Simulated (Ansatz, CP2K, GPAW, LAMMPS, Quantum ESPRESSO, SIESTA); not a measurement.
## CP2K on ionic liquid MMIM+ methanesulfonate with Li salt at 400 K (210 atoms): settings against a plane-wave reference

Wanted: CP2K inputs and outputs for ionic liquid MMIM+ methanesulfonate with Li salt at 400 K (210 atoms), checked against a plane-wave reference.

Calculated with CP2K 2026.2; the method is named at each step.

## Step 1: The structure

The cell holds 210 atoms: 50 C, 16 N, 102 H, 10 S, 30 O and 2 Li. Cell: a = 13.042 Å, b = 13.042 Å, c = 13.042 Å, α = 90.0°, β = 90.0°, γ = 90.0°. 8 MMIM+, 10 methanesulfonate, 2 Li+ placed at random, at 1.3 g/cm³; overlaps pushed apart, then 10 ps at 700 K with Joung-Cheatham ions (J. Phys. Chem. B 112, 9020 (2008)); MMFF94 bonds, angles, torsions, charges and radii (Halgren, J. Comput. Chem. 17, 490 (1996)) in harmonic and 12-6 forms; charges of ions scaled by 0.8. Snapshot after 30 ps at 400 K and fixed volume.

The yardstick, on the same geometry:

```
method                                           : Kohn-Sham DFT, PBE, SSSP efficiency 1.3.0 pseudopotentials, plane waves (Quantum ESPRESSO 7.5); sssp-pbe-1.3.0-efficiency, cutoffs 60/480 Ry, Γ point
r.m.s. force component                           : 1.152 eV/Å
longest force                                    : 5.15 eV/Å
pressure                                         : 3.919 GPa
gap (highest filled to lowest empty level) : 2.381 eV
time                                             : 6.4 min on 4 MPI ranks of Arm Neoverse V2, shared host
CPU time                                         : 26 min
```

## Step 2: PBE, DZVP-MOLOPT-SR, 800/50 Ry, OT DIIS

Method: Kohn-Sham DFT, PBE, GTH-PBE pseudopotentials, Gaussian and plane waves, DZVP-MOLOPT-SR-GTH, orbital transformation.

Contents of input.inp:

```
&GLOBAL
  PROJECT cell
  RUN_TYPE ENERGY_FORCE
  PRINT_LEVEL LOW
&END GLOBAL
&FORCE_EVAL
  METHOD QS
  STRESS_TENSOR ANALYTICAL
  &DFT
    BASIS_SET_FILE_NAME BASIS_MOLOPT
    POTENTIAL_FILE_NAME GTH_POTENTIALS
    &MGRID
      CUTOFF 800
      REL_CUTOFF 50
      NGRIDS 5
    &END MGRID
    &QS
      EPS_DEFAULT 1.0E-12
    &END QS
    &SCF
      SCF_GUESS ATOMIC
      EPS_SCF 1.0E-06
      MAX_SCF 30
      &OT
        MINIMIZER DIIS
        PRECONDITIONER FULL_ALL
        ENERGY_GAP 0.001
      &END OT
      &OUTER_SCF
        EPS_SCF 1.0E-06
        MAX_SCF 8
      &END OUTER_SCF
      &PRINT
        &RESTART OFF
        &END RESTART
      &END PRINT
    &END SCF
    &XC
      &XC_FUNCTIONAL PBE
      &END XC_FUNCTIONAL
    &END XC
    &PRINT
      &MULLIKEN ON
      &END MULLIKEN
      &HIRSHFELD ON
        SHAPE_FUNCTION DENSITY
      &END HIRSHFELD
      &MO_CUBES
        NHOMO 1
        NLUMO 4
        WRITE_CUBE F
      &END MO_CUBES
    &END PRINT
  &END DFT
  &SUBSYS
    &CELL
      A 13.04169 0.00000 0.00000
      B 0.00000 13.04169 0.00000
      C 0.00000 0.00000 13.04169
    &END CELL
    &COORD
      C 4.08674 2.63938 2.43658
      N 2.82848 3.22756 2.01025
      C 2.55774 4.51529 1.54101
      C 1.20518 4.56720 1.46106
      N 0.63370 3.43401 1.83340
      C 12.28749 3.05815 1.77432
      C 1.59995 2.63925 2.20183
      H 4.91463 2.92329 1.81201
      H 4.30206 3.02972 3.45357
      H 4.02049 1.52809 2.55448
      H 3.42592 5.12460 1.15967
      H 0.57736 5.38126 1.12758
      H 12.34500 2.03646 1.59213
      H 11.78917 3.39449 2.68815
      H 11.84838 3.50156 0.88005
      H 1.45311 1.64782 2.56700
      C 5.59671 7.97278 10.57968
      N 5.94818 7.64752 9.25204
      C 5.15434 6.87558 8.51675
      C 5.59267 6.88171 7.20619
      N 6.68074 7.82280 7.17789
      C 7.45880 8.13254 5.99970
      C 6.89475 8.20492 8.44189
      H 6.00883 7.26005 11.26893
      H 5.98574 8.91999 10.77178
      H 4.48295 8.06850 10.68297
      H 4.34132 6.35417 8.96355
      H 5.28762 6.47820 6.25284
      H 6.70434 8.39246 5.18851
      H 8.13475 8.98742 6.19154
      H 8.06316 7.31743 5.84033
      H 7.55570 8.97307 8.79871
      C 9.37241 8.93486 12.02652
      N 10.37466 9.96176 11.93249
      C 10.43127 11.18847 12.51520
      C 11.71535 11.65327 12.26258
      N 12.35987 10.65167 11.54503
      C 0.72512 10.64202 11.26724
      C 11.47656 9.70615 11.21377
      H 9.66780 8.15119 12.79716
      H 8.38215 9.26299 12.35909
      H 9.19478 8.42663 11.18807
      H 9.74032 11.33779 0.27596
      H 12.33287 12.32283 12.83550
      H 0.91566 10.30398 10.24373
      H 1.02951 11.72161 11.44252
      H 1.20297 9.89486 11.93236
      H 11.63567 8.83248 10.63628
      C 3.99493 0.75681 12.54376
      N 5.00579 1.49497 11.77899
      C 6.04430 1.04086 10.92424
      C 6.80346 2.12684 10.64841
      N 6.16755 3.28872 11.10656
      C 6.62805 4.61232 11.07787
      C 5.06031 2.81401 11.76895
      H 3.15818 1.44658 12.76377
[... 150 atom lines left out ...]
      H 7.53940 2.23782 2.25100
      H 8.34681 1.18066 3.31468
      Li 1.94504 12.22215 5.01427
      Li 1.61026 8.15301 0.74220
    &END COORD
    &KIND C
      BASIS_SET DZVP-MOLOPT-SR-GTH-q4
      POTENTIAL GTH-PBE-q4
    &END KIND
    &KIND N
      BASIS_SET DZVP-MOLOPT-SR-GTH-q5
      POTENTIAL GTH-PBE-q5
    &END KIND
    &KIND H
      BASIS_SET DZVP-MOLOPT-SR-GTH-q1
      POTENTIAL GTH-PBE-q1
    &END KIND
    &KIND S
      BASIS_SET DZVP-MOLOPT-SR-GTH-q6
      POTENTIAL GTH-PBE-q6
    &END KIND
    &KIND O
      BASIS_SET DZVP-MOLOPT-SR-GTH-q6
      POTENTIAL GTH-PBE-q6
    &END KIND
    &KIND Li
      BASIS_SET DZVP-MOLOPT-SR-GTH-q3
      POTENTIAL GTH-PBE-q3
    &END KIND
  &END SUBSYS
  &PRINT
    &FORCES ON
    &END FORCES
    &STRESS_TENSOR ON
    &END STRESS_TENSOR
  &END PRINT
&END FORCE_EVAL
```

The run is started by

```
$ OMP_NUM_THREADS=1 mpirun -np 4 cp2k.psmp -i input.inp > output.txt
```

Numbers of over 12 decimals in the logs are rounded to 6 here.

What it wrote:

```text
CP2K| version string:                                       CP2K version 2026.2
 CP2K| Input file name                                                 input.inp
 GLOBAL| Basis set file name                                        BASIS_MOLOPT
 GLOBAL| Potential file name                                      GTH_POTENTIALS
 GLOBAL| Run type                                                   ENERGY_FORCE
 GLOBAL| Total number of message passing processes                             4
 GLOBAL| Number of threads for this process                                    1
 TOTAL NUMBERS AND MAXIMUM NUMBERS
  Total number of            - Atomic kinds:                                   6
                             - Atoms:                                        210
                             - Shell sets:                                   210
                             - Shells:                                       844
                             - Primitive Cartesian functions:               1040
                             - Cartesian basis functions:                   2006
                             - Spherical basis functions:                   1900
  Maximum angular momentum of- Orbital basis functions:                        2
                             - Local part of the GTH pseudopotential:          6
                             - Non-local part of the GTH pseudopotential:      2
 SCF PARAMETERS         Density guess:                                    ATOMIC
                        max_scf:                                              30
                        eps_scf:                                        1.00E-06
                        Outer loop SCF in use
                        eps_scf                                         1.00E-06
                        max_scf                                                8
 Extrapolation method: initial_guess
 Number of electrons:                                                        628
[... lines left out ...]
  Step     Update method      Time    Convergence         Total energy    Change
[... lines left out ...]
  Total energy:                                             -1101.729336
[... lines left out ...]
  Precond_solver : DEFAULT
  stepsize       :    0.15000000                  energy_gap     :    0.00100000
  eps_taylor     :   0.10000E-15                  max_taylor     :             4
  ----------------------------------- OT ---------------------------------------
  Step     Update method      Time    Convergence         Total energy    Change
[...]
5 OT DIIS     0.15E+00    7.9     0.00000156     -1101.7366333677 -1.95E-06
     6 OT DIIS     0.15E+00    7.9     0.00000078     -1101.7366334172 -4.95E-08
  *** SCF run converged in     6 steps ***
  Electronic density on regular grids:       -628.0000000006       -0.0000000006
  Core density on regular grids:              627.9999999996       -0.0000000004
  Total charge density on r-space grids:       -0.0000000010
  Total charge density g-space grids:          -0.0000000010
  Overlap energy of the core charge distribution:               6.17325e-05
  Self energy of the core charge distribution:              -2708.504655
  Core Hamiltonian energy:                                    797.836006
  Hartree energy:                                            1108.274476
  Exchange-correlation energy:                               -299.342521
  Total energy:                                             -1101.736633
  outer SCF iter =    2 RMS gradient =   0.78E-06 energy =      -1101.7366334172
  outer SCF loop converged in   2 iterations or   36 steps
 !-----------------------------------------------------------------------------!
                     Mulliken Population Analysis
 #  Atom  Element  Kind  Atomic population                           Net charge
       1     C        1          4.173759                             -0.173759
       2     N        2          4.873000                              0.127000
       3     C        1          4.025342                             -0.025342
[...]
209     Li       6          2.473640                              0.526360
     210     Li       6          2.420586                              0.579414
 # Total charge                            628.000000                 -0.000000
 !-----------------------------------------------------------------------------!
 !-----------------------------------------------------------------------------!
                           Hirshfeld Charges
  #Atom  Element  Kind  Ref Charge     Population                    Net charge
      1       C      1       4.000          4.054                        -0.054
      2       N      2       5.000          4.970                         0.030
      3       C      1       4.000          3.996                         0.004
[...]
209       Li     6       3.000          2.751                         0.249
    210       Li     6       3.000          2.721                         0.279
  Total Charge                                                           -0.000
 !-----------------------------------------------------------------------------!
  Eigenvalues of the occupied subspace spin            1
      -1.63707621     -1.62287160     -0.85813079     -0.85123854
      -0.84617587     -0.84095368     -0.83573247     -0.83474924
      -0.83351249     -0.81653153     -0.81616249     -0.81450157
[...]
0.00107037      0.00551820      0.01373016      0.01758620
       0.02037541      0.02719155
 Fermi Energy [eV] :    0.739920
  Using OT eigensolver for additional unoccupied orbitals spin            1
  Lowest Eigenvalues of the unoccupied subspace spin            1
 WARNING : did not converge in ot_eigensolver
 number of iterations          299  exceeded maximum
 current gradient / target gradient   4.2284620346316400E-005  /    1.0000000000000001E-005
       0.10691648      0.11161920      0.11468887      0.12244491
 HOMO - LUMO gap [eV] :    2.169426
 ENERGY| Total FORCE_EVAL ( QS ) energy [hartree]          -1101.736633
 FORCES| Atomic forces [hartree/bohr]
 FORCES|   Atom     x               y               z               |f|
 FORCES|      1  2.08622132E-03 -1.09402159E-02  3.12688658E-02   3.31931109E-02
 FORCES|      2 -3.89422318E-02 -1.07473957E-02  3.15180130E-04   4.03992979E-02
 FORCES|      3  3.86339104E-02 -8.23587342E-03 -1.02363756E-02   4.08067645E-02
[...]
FORCES|    209 -3.68280267E-04 -4.96248292E-03 -7.47319006E-04   5.03193330E-03
 FORCES|    210 -3.58976098E-03  2.15428328E-03  6.00144003E-03   7.31741777E-03
 FORCES| Sum    -8.85071427E-04 -6.57232105E-04  4.89696302E-04
 FORCES| Total atomic force                                       1.20627855E-03
 STRESS| Analytical stress tensor [bar]
 STRESS|                        x                   y                   z
 STRESS|      x        4.21563380055E+04  -2.41467389248E+03  -5.74449024297E+03
 STRESS|      y       -2.41467389248E+03   6.11657670630E+04  -8.03268087699E+01
 STRESS|      z       -5.74449024297E+03  -8.03268087699E+01   3.74533973692E+04
 STRESS| 1/3 Trace                                             4.69251674792E+04
```

Run time: 5.3 min. Hardware: 4 MPI ranks of Arm Neoverse V2, shared host; peak memory 6.5 GiB.

Banners, paths, timers and routine set-up lines are dropped from the logs unmarked, and long logs keep their key lines alone; longer cuts are marked.

The solver for the empty levels stopped short of its threshold, so the gap is rough; its iterations count in the time.

Numbers from this run, and their distance from the reference:

```yaml
r_m_s_force_component: 1.22 eV/Å
r_m_s_difference_of_force_components: 118.3 meV/Å
longest_difference_of_force_vectors: 551.3 meV/Å
force_difference_over_r_m_s_force: 10.26 %
slope_of_forces_against_the_reference_s: 1.055
correlation_of_force_components: 0.9966
spacing_of_highest_filled_and_lowest_empty_level: 2.169 eV
gap_difference: -0.2116 eV
pressure: 4.692 GPa
pressure_difference: 0.7735 GPa
```

Length of the force difference by element (eV/Å):

```
element  atoms   mean   most
      C     50   0.19   0.40
      H    102  0.035  0.098
     Li      2  0.030  0.042
      N     16   0.11   0.19
      O     30   0.42   0.55
      S     10   0.27   0.37
```

The surroundings of O181, which bears the longest force, nearest first, numbered as they follow in the input and with coordinates relative to it.

```
atom      x      y      z  distance (Å)  bonds  Hirshfeld charge (e)     Fx     Fy  Fz (eV/Å)
O181   0.00   0.00   0.00          0.00      1                 -0.33  -4.05   2.38       2.60
S178   1.01  -0.59  -0.79          1.41      4                  0.40   2.36  -0.45       0.61
O179   0.58  -1.89  -1.28          2.35      1                 -0.32  -0.28  -2.35      -1.22
O180   1.59   0.30  -1.78          2.40      1                 -0.33   0.60   1.24      -2.10
C177   2.33  -0.80   0.36          2.48      4                 -0.17   2.51   0.84      -1.17
H124  -1.59  -1.49   1.28          2.52      1                  0.08   0.28  -0.22      -0.14
H125  -2.18   1.02   0.98          2.60      1                  0.06   0.30   0.43       1.75
H183   2.59   0.10   0.94          2.76      1                  0.04  -0.64   0.04      -0.35
H127  -1.06   1.11   2.48          2.92      1                  0.05  -0.51   0.27      -0.36
H184   2.22  -1.61   1.01          2.93      1                  0.03  -0.54  -1.55       1.09
 H11  -1.92  -1.94  -1.26          3.01      1                  0.08  -1.10  -0.25       0.63
```

Forces lie 10 % from the reference's, at 0.82 times its CPU time.

## Step 3: GFN1-xTB, OT DIIS

Method: GFN1-xTB tight binding (the program's own implementation), orbital transformation.

Contents of input.inp:

```
&GLOBAL
  PROJECT cell
  RUN_TYPE ENERGY_FORCE
  PRINT_LEVEL LOW
&END GLOBAL
&FORCE_EVAL
  METHOD QS
  STRESS_TENSOR ANALYTICAL
  &DFT
    &QS
      METHOD XTB
      &XTB
        GFN_TYPE 1
        DO_EWALD T
        CHECK_ATOMIC_CHARGES F
      &END XTB
    &END QS
    &SCF
      SCF_GUESS ATOMIC
      EPS_SCF 1.0E-06
      MAX_SCF 30
      &OT
        MINIMIZER DIIS
        PRECONDITIONER FULL_SINGLE_INVERSE
      &END OT
      &OUTER_SCF
        EPS_SCF 1.0E-06
        MAX_SCF 8
      &END OUTER_SCF
      &PRINT
        &RESTART OFF
        &END RESTART
      &END PRINT
    &END SCF
    &PRINT
      &MULLIKEN ON
      &END MULLIKEN
      &MO_CUBES
        NHOMO 1
        NLUMO 4
        WRITE_CUBE F
      &END MO_CUBES
    &END PRINT
  &END DFT
  &SUBSYS
    &CELL
      A 13.04169 0.00000 0.00000
      B 0.00000 13.04169 0.00000
      C 0.00000 0.00000 13.04169
    &END CELL
    &COORD
      SCALED
      C 0.31336 0.20238 0.18683
      N 0.21688 0.24748 0.15414
      C 0.19612 0.34622 0.11816
      C 0.09241 0.35020 0.11203
      N 0.04859 0.26331 0.14058
      C 0.94217 0.23449 0.13605
      C 0.12268 0.20237 0.16883
      H 0.37684 0.22415 0.13894
      H 0.32987 0.23231 0.26481
      H 0.30828 0.11717 0.19587
      H 0.26269 0.39294 0.08892
      H 0.04427 0.41262 0.08646
      H 0.94658 0.15615 0.12208
      H 0.90396 0.26028 0.20612
      H 0.90850 0.26849 0.06748
      H 0.11142 0.12635 0.19683
      C 0.42914 0.61133 0.81122
      N 0.45609 0.58639 0.70942
      C 0.39522 0.52720 0.65304
      C 0.42883 0.52767 0.55255
[... 186 atom lines left out ...]
      H 0.57810 0.17159 0.17260
      H 0.64001 0.09053 0.25416
      Li 0.14914 0.93716 0.38448
      Li 0.12347 0.62515 0.05691
    &END COORD
  &END SUBSYS
  &PRINT
    &FORCES ON
    &END FORCES
    &STRESS_TENSOR ON
    &END STRESS_TENSOR
  &END PRINT
&END FORCE_EVAL
```

The run is started by

```
$ OMP_NUM_THREADS=2 cp2k.psmp -i input.inp > output.txt
```

What it wrote:

```text
CP2K| version string:                                       CP2K version 2026.2
 CP2K| Input file name                                                 input.inp
 GLOBAL| Basis set file name                                           BASIS_SET
 GLOBAL| Potential file name                                           POTENTIAL
 GLOBAL| Run type                                                   ENERGY_FORCE
 GLOBAL| Total number of message passing processes                             1
 GLOBAL| Number of threads for this process                                    2
[... lines left out ...]
 Number of electrons:                                                        624
[... lines left out ...]
  Step     Update method      Time    Convergence         Total energy    Change
[... lines left out ...]
  Total energy:                                              -389.867560
[... lines left out ...]
  Step     Update method      Time    Convergence         Total energy    Change
[... lines left out ...]
  *** SCF run converged in    11 steps ***
[... lines left out ...]
  Total energy:                                              -389.880232
[... lines left out ...]
  outer SCF loop converged in   2 iterations or   41 steps
[... lines left out ...]
      -0.93667800     -0.93417294     -0.86121906     -0.85920519
[...]
-0.42576333     -0.42560989     -0.42275487     -0.41887016
      -0.41216802     -0.40606702     -0.40485447     -0.39653439
 Fermi Energy [eV] :  -10.790250
 ENERGY| Total FORCE_EVAL ( QS ) energy [hartree]           -389.880232
 FORCES| Atomic forces [hartree/bohr]
 FORCES|   Atom     x               y               z               |f|
 FORCES|      1 -8.07774467E-04 -7.79767408E-03  2.83982965E-02   2.94604730E-02
 FORCES|      2 -4.35039846E-02 -2.44659566E-03 -1.20318483E-03   4.35893354E-02
 FORCES|      3  3.29487385E-02 -1.67167808E-02 -5.44320370E-03   3.73456637E-02
[...]
FORCES|    209 -4.35471361E-03 -5.08488624E-03  2.68612860E-04   6.70013071E-03
 FORCES|    210 -1.39162383E-03  2.23104800E-03  3.56845703E-03   4.43261521E-03
 FORCES| Sum    -3.80901907E-15 -9.51148882E-15 -1.25789136E-14
 FORCES| Total atomic force                                       1.62236282E-14
 STRESS| Analytical stress tensor [bar]
 STRESS|                        x                   y                   z
 STRESS|      x       -1.97076619478E+02  -5.61593048797E+03  -1.35184427840E+03
 STRESS|      y       -5.61593048797E+03   1.48921464165E+04  -2.25685908292E+03
 STRESS|      z       -1.35184427840E+03  -2.25685908292E+03  -8.27292939929E+03
 STRESS| 1/3 Trace                                             2.14071346591E+03
```

Run time: 16 s. Hardware: 2 threads; peak memory 0.52 GiB.

Against the reference:

```yaml
r_m_s_force_component: 1.061 eV/Å
r_m_s_difference_of_force_components: 227.7 meV/Å
longest_difference_of_force_vectors: 1758 meV/Å
force_difference_over_r_m_s_force: 19.76 %
slope_of_forces_against_the_reference_s: 0.9045
correlation_of_force_components: 0.9822
pressure: 0.2141 GPa
pressure_difference: -3.705 GPa
```

Against the first run (10 %), the force difference from the reference is 20 %, at 0.019 times the CPU time (on 2 against 4 cores); the model has changed, so this is no error of the program alone.

(Continued in part 2 of 3.)

[Also dropped from logs without a mark: logging warnings of Python, and SIESTA's first energy breakdown and zero terms.]

[Logs are printed without paths, hosts, clocks, repeated set-up lines and the standing remarks that a program may print on its own settings, such as how far it seeks lower states.]

[Hosts, paths, dates, database ids (printed as entryN), source tags and the programs' standing remarks are cut or masked in the printed files.]

[The MMFF94 radii named for the starting cell were scaled by 0.96; in molecules described by MMFF94, hydrogen bound to N, O or S took a small fixed 12-6 site in their place.]
